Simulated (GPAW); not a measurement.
**Screening of a field by N/W(110)**

Aim: the dipole that a field along the normal induces in N/W(110).

Method: GPAW, PAW setups; slab in vacuum, relaxation, in the first sound run; inputs show where later runs differ, in GPAW 26.7.0.

## (1) The starting structure

The cell holds 5 atoms: 4 W and 1 N. Its edges and angles: a = 2.737 Å, b = 2.737 Å, c = 22.561 Å, α = 90.0°, β = 90.0°, γ = 70.5°. Vacuum lies along c.

## (2) Relaxing the atoms

The atoms are relaxed first, since the surface dipole, and with it the work function, follows the positions of the outer layers. The lowest 2 atoms are held at bulk positions and keep their forces.

File run.py:

```python
import json
import numpy as np
from ase import Atoms
from ase.constraints import FixAtoms
from ase.optimize import BFGS
from gpaw import GPAW, PW

slab = Atoms(
    ['W', 'W', 'W', 'W', 'N'],
    positions=[
        [0.00000, 0.00000, 7.00000],
        [2.23446, -0.00000, 9.23446],
        [0.00000, 0.00000, 11.46891],
        [2.23446, -0.00000, 13.70337],
        [3.75389, -0.00000, 15.56102]],
    cell=[[2.23446, -1.58, 0.0], [2.23446, 1.58, 0.0], [0.0, 0.0, 22.56102]],
    pbc=[True, True, False])

slab.calc = GPAW(mode=PW(500), xc='PBE', kpts={'size': (12, 12, 1), 'gamma': True},
                 occupations={'name': 'fermi-dirac', 'width': 0.1}, nbands='160%',
                 convergence={'density': 1e-05}, maxiter=200,
                 poissonsolver={'dipolelayer': 'xy'},
                 symmetry={'tolerance': 1e-3, 'extra_ids': [1, 1, 0, 0, 0]}, txt='slab.txt')
result = {}
slab.set_constraint(FixAtoms([0, 1]))
path = []
opt = BFGS(slab, maxstep=0.2)
opt.attach(lambda: path.append((slab.get_potential_energy(), slab.positions.tolist(), slab.get_forces().tolist())))
result['relaxed'] = bool(opt.run(fmax=0.03, steps=40))
result['path'] = path
energy = slab.get_potential_energy()
fermi = slab.calc.get_fermi_level()
v = slab.calc.get_electrostatic_potential().mean((0, 1)) - fermi
n = slab.calc.get_pseudo_density().mean((0, 1))
L = slab.cell[2, 2]
z = np.arange(len(v)) * L / len(v)
low, high = slab.positions[:, 2].min(), slab.positions[:, 2].max()
below, above = np.interp([low - 4.8, high + 4.8], z, v)
slopes = [np.interp(x, z, np.gradient(v, z)) for x in (low - 4.8, high + 4.8)]
eps = np.array([[slab.calc.get_eigenvalues(k, s) for k in range(len(slab.calc.get_ibz_k_points()))]
                for s in range(slab.calc.get_number_of_spins())]) - fermi
top, bottom = eps[eps < 0].max(), eps[eps > 0].min()
dipole = slab.get_dipole_moment()[2]
print(f'energy {energy:.4f} eV, Fermi level {fermi:.4f} eV, dipole {dipole:.5f} e A')
print(f'potential 4.8 A off the faces, from the Fermi level: lower {below:.4f} eV, upper {above:.4f} eV')
print(f'slope of the potential there: lower {slopes[0]:.5f}, upper {slopes[1]:.5f} eV/A')
print(f'nearest levels on the mesh: {top:.4f} and {bottom:.4f} eV')
print('magnetic moment', round(slab.get_magnetic_moment(), 3))
result.update(energy=energy, fermi=fermi, dipole=dipole, below=below, above=above, slopes=slopes, edges=[top, bottom],
              z=z.tolist(), v=v.tolist(), n=n.tolist(), positions=slab.positions.tolist(),
              forces=slab.get_forces(apply_constraint=False).tolist(), moments=slab.get_magnetic_moments().tolist())
json.dump(result, open('result.json', 'w'))
```

Command:

```bash
> OMP_NUM_THREADS=1 OPENBLAS_NUM_THREADS=1 python run.py
```

Log:

```text
Step          Energy          fmax
BFGS:    0      -49.340735        4.321254
BFGS:    1      -49.847771        4.218732
BFGS:    2      -51.388152        3.610511
BFGS:    3      -51.241476        6.997747
BFGS:    4      -51.785321        1.718056
BFGS:    5      -51.879357        1.525333
BFGS:    6      -51.977113        1.698290
BFGS:    7      -52.067222        0.530526
BFGS:    8      -52.075975        0.381562
BFGS:    9      -52.083863        0.440161
BFGS:   10      -52.099581        0.465678
BFGS:   11      -52.121119        0.577467
BFGS:   12      -52.140448        0.530528
BFGS:   13      -52.146960        0.351963
BFGS:   14      -52.149480        0.218522
BFGS:   15      -52.151685        0.134954
[...]
BFGS:   21      -52.154946        0.044466
BFGS:   22      -52.155034        0.055205
BFGS:   23      -52.155194        0.073216
BFGS:   24      -52.155497        0.094753
BFGS:   25      -52.156131        0.111708
BFGS:   26      -52.157194        0.105517
BFGS:   27      -52.157781        0.060933
BFGS:   28      -52.157995        0.010028
energy -52.1103 eV, Fermi level 2.9353 eV, dipole -0.06393 e A
potential 4.8 A off the faces, from the Fermi level: lower 4.8563 eV, upper 6.5018 eV
slope of the potential there: lower -0.00112, upper 0.00118 eV/A
nearest levels on the mesh: -0.0508 and 0.0200 eV
magnetic moment 0.0
```

The job ended after 1.7 h (1 thread of Arm Neoverse V1, shared host; peak memory 0.36 GiB).

The steps of the relaxation (22 of 29):

```
step  energy less that of the first step (eV)  largest force (eV/Å)
   1                                   0.0000                4.3213
   2                                  -0.5047                4.2187
   4                                  -1.9039                6.9977
   5                                  -2.4453                1.7181
   6                                  -2.5408                1.5253
   8                                  -2.7308                0.5305
   9                                  -2.7395                0.3816
  10                                  -2.7474                0.4402
  12                                  -2.7861                0.5775
  13                                  -2.8064                0.5305
  14                                  -2.8130                0.3520
  16                                  -2.8176                0.1350
  17                                  -2.8186                0.1328
  18                                  -2.8192                0.1156
  20                                  -2.8203                0.1061
  21                                  -2.8208                0.0870
  22                                  -2.8211                0.0445
  24                                  -2.8213                0.0732
  25                                  -2.8216                0.0948
  26                                  -2.8222                0.1117
  28                                  -2.8237                0.0609
  29                                  -2.8240                0.0100
```

The atoms that moved most (Å):

```
atom     dx     dy      dz  length
  N5  0.234  0.000  -0.674   0.714
  W4  0.065  0.000   0.119   0.135
  W3  0.010  0.000   0.031   0.033
```

Final coordinates:

```
W N
1.0
     2.23446   -1.58000    0.00000
     2.23446    1.58000    0.00000
     0.00000    0.00000   22.56102
W N
4 1
Cartesian
  0.0000 0.0000 7.0000
  2.2345 0.0000 9.2345
  0.0101 0.0000 11.5004
  2.2998 0.0000 13.8221
  3.9881 0.0000 14.8867
```

This step gave:

```
dipole along the normal                    : -0.06393 e·Å
levels nearest the Fermi level on the mesh : -0.05078, 0.02002 eV from the Fermi level
upper work function                        : 6.502 eV
lower work function                        : 4.856 eV
```

The electrostatic potential energy of an electron (without an applied field's), less the Fermi level, planar mean oscillates, so the rows of the table below give means over windows of 1 Å about each position, cut where the curve ends. Its maxima inside the range that stand out by 2 % of the span (Å: eV): 8.1: -2.68, 10.3: -2.43, 12.7: -1.95, 14.6: -13.8. Its minima: 7.0: -29.1, 9.2: -29.7, 11.5: -29.5, 13.8: -30.3, 14.9: -15.6.

Electrostatic potential energy of an electron (without an applied field's), less the Fermi level, planar mean against z; means over each step:

| z (Å) | electrostatic potential energy of an electron (without an applied field's), less the Fermi level, planar mean (eV) |
| --- | --- |
| 0 | 5.17 |
| 1 | 4.86 |
| 2 | 4.86 |
| 3 | 4.85 |
| 4 | 4.79 |
| 5 | 4.11 |
| 6 | -3.08 |
| 7 | -23.7 |
| 8 | -5.92 |
| 9 | -22.1 |
| 10 | -9.30 |
| 11 | -15.8 |
| 12 | -15.8 |
| 13 | -8.13 |
| 14 | -24.3 |
| 15 | -8.95 |
| 16 | 5.47 |
| 17 | 6.47 |
| 18 | 6.50 |
| 19 | 6.50 |
| 20 | 6.50 |
| 21 | 6.50 |
| 22 | 6.41 |

The pseudo valence density, planar mean oscillates, so the rows of the table below give means over windows of 2.26 Å about each position, cut where the curve ends. Its maxima inside the range that stand out by 2 % of the span (Å: e/Å³): 7.0: 1.85, 9.2: 1.85, 11.5: 1.85, 13.9: 1.83. Its minima: 8.1: 0.356, 10.3: 0.340, 12.6: 0.327.

The pseudo valence density, planar mean by z; means over each step:

```
z (Å)  pseudo valence density, planar mean (e/Å³)
 1.13                                      4.5e-6
 3.39                                     0.00111
 5.65                                       0.273
 7.91                                       0.895
10.17                                       0.874
12.43                                       0.839
14.69                                       0.930
16.95                                      0.0111
19.21                                      4.3e-6
```

The relaxation lowered the energy of the cell by 2.82 eV (energies extrapolated to zero smearing; the optimiser's log prints free energies). The largest force left on a free atom is 0.010 eV/Å.

## (3) The slab's potential

The work function is the vacuum plateau of the electrostatic potential less the Fermi level; a dipole layer lets the two faces have plateaus of their own.

This step: GPAW, PAW setups; slab in vacuum (GPAW 26.7.0).

Edit run.py of step 2 so:

```diff
@@ -3,4 +3,2 @@
 from ase import Atoms
-from ase.constraints import FixAtoms
-from ase.optimize import BFGS
 from gpaw import GPAW, PW
@@ -12,5 +10,5 @@
         [2.23446, -0.00000, 9.23446],
-        [0.00000, 0.00000, 11.46891],
-        [2.23446, -0.00000, 13.70337],
-        [3.75389, -0.00000, 15.56102]],
+        [0.01011, 0.00000, 11.50036],
+        [2.29976, -0.00000, 13.82206],
+        [3.98814, -0.00000, 14.88671]],
     cell=[[2.23446, -1.58, 0.0], [2.23446, 1.58, 0.0], [0.0, 0.0, 22.56102]],
@@ -22,10 +20,4 @@
                  poissonsolver={'dipolelayer': 'xy'},
-                 symmetry={'tolerance': 1e-3, 'extra_ids': [1, 1, 0, 0, 0]}, txt='slab.txt')
+                 symmetry={'tolerance': 1e-3}, txt='slab.txt')
 result = {}
-slab.set_constraint(FixAtoms([0, 1]))
-path = []
-opt = BFGS(slab, maxstep=0.2)
-opt.attach(lambda: path.append((slab.get_potential_energy(), slab.positions.tolist(), slab.get_forces().tolist())))
-result['relaxed'] = bool(opt.run(fmax=0.03, steps=40))
-result['path'] = path
 energy = slab.get_potential_energy()
```

Log:

```text
energy -52.1103 eV, Fermi level 2.9353 eV, dipole -0.06393 e A
potential 4.8 A off the faces, from the Fermi level: lower 4.8562 eV, upper 6.5018 eV
slope of the potential there: lower -0.00112, upper 0.00118 eV/A
nearest levels on the mesh: -0.0507 and 0.0200 eV
magnetic moment 0.0
```

Elapsed: 4.2 min, on 1 thread; peak memory 0.35 GiB.

Numbers from this step:

```
levels nearest the Fermi level on the mesh : -0.05074, 0.02002 eV from the Fermi level
```

Table of electrostatic potential energy of an electron (without an applied field's), less the Fermi level, planar mean by z:

```csv
z (Å),"electrostatic potential energy of an electron (without an applied field's), less the Fermi level, planar mean (eV)"
0.0,5.68
0.5,4.86
1.0,4.86
1.5,4.86
2.0,4.86
2.5,4.86
3.0,4.85
3.5,4.84
4.0,4.81
4.5,4.68
5.0,4.27
5.5,2.88
6.0,-1.57
6.5,-14.9
7.0,-29.1
7.5,-15.1
8.0,-3.10
8.5,-7.62
9.0,-25.5
9.5,-24.5
10.0,-6.78
10.5,-2.98
11.0,-15.1
11.5,-29.4
12.0,-15.1
12.5,-2.60
13.0,-5.57
13.5,-22.8
14.0,-28.0
14.5,-14.3
15.0,-12.1
15.5,2.72
16.0,5.88
16.5,6.40
17.0,6.48
17.5,6.50
18.0,6.50
18.5,6.50
19.0,6.50
19.5,6.50
20.0,6.50
20.5,6.50
21.0,6.50
21.5,6.50
22.0,6.50
```

Pseudo valence density, planar mean against z:

z (Å), pseudo valence density, planar mean (e/Å³) and a bar:
```
      3.0       0.00 
      3.5       0.00 
      4.0       0.00 
      4.5       0.01 
      5.0       0.02 
      5.5       0.06 #
      6.0       0.20 ###
      6.5       0.79 #############
      7.0       1.81 ##############################
      7.5       0.79 #############
      8.0       0.37 ######
      8.5       0.49 ########
      9.0       1.47 ########################
      9.5       1.37 #######################
     10.0       0.46 ########
     10.5       0.36 ######
     11.0       0.81 #############
     11.5       1.82 ##############################
     12.0       0.79 #############
     12.5       0.35 ######
     13.0       0.41 #######
     13.5       1.23 ####################
     14.0       1.65 ###########################
     14.5       0.92 ###############
     15.0       0.77 #############
     15.5       0.27 ####
     16.0       0.05 #
     16.5       0.01 
     17.0       0.00 
     17.5       0.00 
     18.0       0.00
```

Force by atom:

| atom | x (eV/Å) | y (eV/Å) | z (eV/Å) | size |
| --- | --- | --- | --- | --- |
| W1 | -0.002 | 0.000 | 0.431 | 0.431 |
| W2 | 0.003 | 0.000 | -0.458 | 0.458 |
| W3 | 0.001 | 0.000 | 0.010 | 0.010 |
| W4 | -0.009 | 0.000 | -0.001 | 0.010 |
| N5 | 0.006 | 0.000 | -0.007 | 0.009 |

The potential is flat to 0.001 eV/Å where it is read, so the vacuum is wide enough.

## (4) Field on

A uniform field along the normal polarises the slab; the atoms stay fixed, so this is the electronic response alone.

Edit run.py of step 3 so:

```diff
@@ -4,2 +4,3 @@
 from gpaw import GPAW, PW
+from gpaw.external import ConstantElectricField
 
@@ -20,2 +21,3 @@
                  poissonsolver={'dipolelayer': 'xy'},
+                 external=ConstantElectricField(-0.2, [0, 0, 1]),
                  symmetry={'tolerance': 1e-3}, txt='slab.txt')
```

Log:

```text
energy -52.1316 eV, Fermi level 3.0364 eV, dipole -0.14694 e A
potential 4.8 A off the faces, from the Fermi level: lower 3.6069 eV, upper 7.3701 eV
slope of the potential there: lower -0.00069, upper 0.00120 eV/A
nearest levels on the mesh: -0.0574 and 0.0173 eV
magnetic moment 0.0
```

Elapsed: 6.1 min, on 1 thread; peak memory 0.53 GiB.

This step gave:

```
dipole along the normal                                         : -0.1469 e·Å
levels nearest the Fermi level on the mesh                      : -0.05744, 0.01733 eV from the Fermi level
potential below the slab, the applied field's own ramp left out : 3.607 eV from the Fermi level
potential above the slab, the applied field's own ramp left out : 7.370 eV from the Fermi level
```

The electrostatic potential energy of an electron (without an applied field's), less the Fermi level, planar mean oscillates, so the rows of the table below give means over windows of 2.35 Å about each position, cut where the curve ends. Its maxima inside the range that stand out by 2 % of the span (Å: eV): 8.1: -3.32, 10.3: -2.62, 12.7: -1.66, 14.6: -13.2, 22.0: 7.37. Its minima: 7.0: -30.0, 9.2: -30.2, 11.5: -29.4, 13.8: -29.8, 14.9: -14.9.

The electrostatic potential energy of an electron (without an applied field's), less the Fermi level, planar mean by z; means over each step:

```
z (Å)  electrostatic potential energy of an electron (without an applied field's), less the Fermi level, planar mean (eV)
 1.18                                                                                                                3.76
 3.53                                                                                                                3.56
 5.88                                                                                                               -6.67
 8.23                                                                                                               -15.9
10.58                                                                                                               -14.9
12.93                                                                                                               -14.0
15.28                                                                                                               -4.06
17.63                                                                                                                7.35
19.98                                                                                                                7.37
22.33                                                                                                                7.22
```

Force by atom:

| atom | x (eV/Å) | y (eV/Å) | z (eV/Å) | size |
| --- | --- | --- | --- | --- |
| W1 | -0.002 | 0.000 | 0.441 | 0.441 |
| W2 | 0.003 | 0.000 | -0.469 | 0.469 |
| W3 | 0.001 | 0.000 | 0.014 | 0.014 |
| W4 | -0.017 | 0.000 | -0.041 | 0.044 |
| N5 | 0.014 | 0.000 | 0.030 | 0.033 |

The dipole is now -0.147 e Å, against -0.064 in the run without a field.

## (5) In a field

Edit run.py of step 4 so:

```diff
@@ -21,3 +21,3 @@
                  poissonsolver={'dipolelayer': 'xy'},
-                 external=ConstantElectricField(-0.2, [0, 0, 1]),
+                 external=ConstantElectricField(-0.1, [0, 0, 1]),
                  symmetry={'tolerance': 1e-3}, txt='slab.txt')
```

Log:

```text
energy -52.1189 eV, Fermi level 2.9861 eV, dipole -0.10564 e A
potential 4.8 A off the faces, from the Fermi level: lower 4.2306 eV, upper 6.9358 eV
slope of the potential there: lower -0.00088, upper 0.00119 eV/A
nearest levels on the mesh: -0.0556 and 0.0200 eV
magnetic moment 0.0
```

Elapsed: 6.1 min, on 1 thread; peak memory 0.53 GiB.

This step gave:

```yaml
dipole_along_the_normal: -0.1056 e·Å
levels_nearest_the_fermi_level_on_the_mesh: -0.05561, 0.02002 eV from the Fermi level
potential_below_the_slab_the_applied_field_s_own_ramp_left_out: 4.231 eV from the Fermi level
potential_above_the_slab_the_applied_field_s_own_ramp_left_out: 6.936 eV from the Fermi level
```

The electrostatic potential energy of an electron (without an applied field's), less the Fermi level, planar mean oscillates, so the rows of the table below give means over windows of 1 Å about each position, cut where the curve ends. Its maxima inside the range that stand out by 2 % of the span (Å: eV): 8.1: -3.00, 10.3: -2.52, 12.7: -1.81, 14.6: -13.5, 22.0: 6.94. Its minima: 7.0: -29.6, 9.2: -30.0, 11.5: -29.5, 13.8: -30.1, 14.9: -15.3.

Table of electrostatic potential energy of an electron (without an applied field's), less the Fermi level, planar mean by z; means over each step:

| z (Å) | electrostatic potential energy of an electron (without an applied field's), less the Fermi level, planar mean (eV) |
| --- | --- |
| 0 | 4.74 |
| 1 | 4.23 |
| 2 | 4.23 |
| 3 | 4.23 |
| 4 | 4.17 |
| 5 | 3.51 |
| 6 | -3.61 |
| 7 | -24.1 |
| 8 | -6.25 |
| 9 | -22.3 |
| 10 | -9.43 |
| 11 | -15.8 |
| 12 | -15.7 |
| 13 | -7.96 |
| 14 | -24.0 |
| 15 | -8.59 |
| 16 | 5.89 |
| 17 | 6.90 |
| 18 | 6.93 |
| 19 | 6.94 |
| 20 | 6.94 |
| 21 | 6.94 |
| 22 | 6.79 |

Force by atom:

| atom | x (eV/Å) | y (eV/Å) | z (eV/Å) | size |
| --- | --- | --- | --- | --- |
| W1 | -0.002 | 0.000 | 0.436 | 0.436 |
| W2 | 0.003 | 0.000 | -0.464 | 0.464 |
| W3 | 0.001 | 0.000 | 0.012 | 0.012 |
| W4 | -0.013 | 0.000 | -0.021 | 0.025 |
| N5 | 0.010 | 0.000 | 0.012 | 0.015 |

The dipole is now -0.106 e Å, against -0.064 in the run without a field.

(Continued in part 2 of 2.)

[Logs are printed without paths, hosts, clocks, repeated set-up lines and the standing remarks that a program may print on its own settings, such as how far it seeks lower states.]

[Hosts, paths, dates, database ids (printed as entryN), source tags and the programs' standing remarks are cut or masked in the printed files.]
